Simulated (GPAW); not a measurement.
Consider CSO (R3m).

```xyz
3
Lattice="3.2940 1.9018 2.0235 -3.2940 1.9018 2.0235 0.0000 -3.8036 2.0235" Properties=species:S:1:pos:R:3 pbc="T T T"
S     0.0000    0.0000    3.2842
O     0.0000    0.0000    6.0189
C     0.0000    0.0000    4.8425
```

Absorber: atom 2, with 1 C at 1.18 Å (terminal, site symmetry 3m). Method: GPAW, LDA, full core hole (charged cell), 12-atom cell with 6.6 Å between holes, 4×4×4 k points, dipole transitions, Gaussian full width 0.9 eV up to 4 eV, rising linearly to 3.5 eV at 25 eV.

**Question.** What does the O K edge look like?

Main maxima up to 24 eV above the zero (height): 0.0 eV (6.45), 2.7 eV (1.83), 7.8 eV (1.00), 10.5 eV (1.21) and 14.3 eV (1.25). A K edge sees empty p states on the absorber. The total-energy difference plus the lowest empty eigenvalue puts the zero at 536.59 eV. One term is added: -8.83 eV, since the hole is spin-paired here and a spin-polarised one costs that much less in the free atom (computed apart). The photon energy is then 527.76 eV. The functional and the charged cell's background leave an error in such absolute values: in the free atom LDA prices this hole 4.1 eV below PBE (computed apart), and PBE is itself good to a few eV.

The O K spectrum (energy from the lowest empty level; intensity scaled to a mean of 1 over the first 20 eV; polarised curves are means over the symmetry-equivalent atoms):

```
E (eV)  isotropic  ε ⊥ c  ε ∥ c
  -2.0       0.00   0.00   0.00
  -1.4       0.01   0.01   0.00
  -0.8       0.62   0.93   0.00
  -0.2       5.40   8.10   0.00
   0.4       4.04   6.06   0.00
   1.0       0.26   0.39   0.00
   1.6       0.05   0.00   0.14
   2.2       0.90   0.00   2.68
   2.8       1.78   0.04   5.25
   3.4       0.82   0.12   2.20
   4.0       0.29   0.08   0.72
   4.6       0.16   0.05   0.38
   5.2       0.29   0.08   0.71
   5.8       0.48   0.21   1.03
   6.4       0.58   0.43   0.90
   7.0       0.73   0.64   0.90
   7.6       0.98   0.72   1.49
   8.2       0.96   0.49   1.89
   8.8       0.85   0.38   1.78
   9.4       0.94   0.55   1.73
  10.0       1.15   0.77   1.92
  10.6       1.21   0.86   1.91
  11.2       1.15   0.84   1.79
  11.8       1.10   0.78   1.74
  12.4       1.06   0.76   1.67
  13.0       1.10   0.82   1.66
  13.6       1.19   0.89   1.80
  14.2       1.25   0.90   1.95
  14.8       1.22   0.85   1.94
  15.4       1.13   0.78   1.82
  16.0       1.08   0.75   1.74
  16.6       1.08   0.75   1.73
  17.2       1.08   0.77   1.69
  17.8       1.02   0.75   1.57
  18.4       0.92   0.69   1.39
  19.0       0.83   0.62   1.25
  19.6       0.78   0.58   1.18
  20.2       0.77   0.59   1.15
  20.8       0.80   0.63   1.13
  21.4       0.83   0.69   1.12
  22.0       0.87   0.74   1.11
  22.6       0.89   0.78   1.12
  23.2       0.90   0.80   1.12
  23.8       0.90   0.81   1.09
  24.4       0.89   0.81   1.05
  25.0       0.88   0.82   0.99
  25.6       0.86   0.83   0.93
  26.2       0.86   0.83   0.91
  26.8       0.86   0.84   0.92
  27.4       0.89   0.85   0.96
  28.0       0.92   0.87   1.03
  28.6       0.97   0.90   1.11
  29.2       1.01   0.93   1.18
  29.8       1.03   0.94   1.20
  30.4       1.01   0.93   1.16
  31.0       0.95   0.89   1.08
  31.6       0.88   0.83   0.96
```

The mesh is coarse (0.30 Å⁻¹ between points), so small maxima may be mesh ripples. The structure is a computed Materials Project entry and may be a hypothetical form.

[Banner, clock and machine lines of the logs are left out without a mark of their own.]

[Logs are printed without paths, hosts, clocks, repeated set-up lines and the standing remarks that a program may print on its own settings, such as how far it seeks lower states.]

[Hosts, paths, dates, database ids (printed as entryN), source tags and the programs' standing remarks are cut or masked in the printed files.]

[Lists of maxima count a maximum above −3 eV only where it reaches 4 % of the highest in the window and stands out from its surroundings by 2 % of it (1.5 % where it reaches 55 %); shoulders and weaker maxima are passed over, and of the rest the first, up to two pre-edge ones and the few strongest are named.]
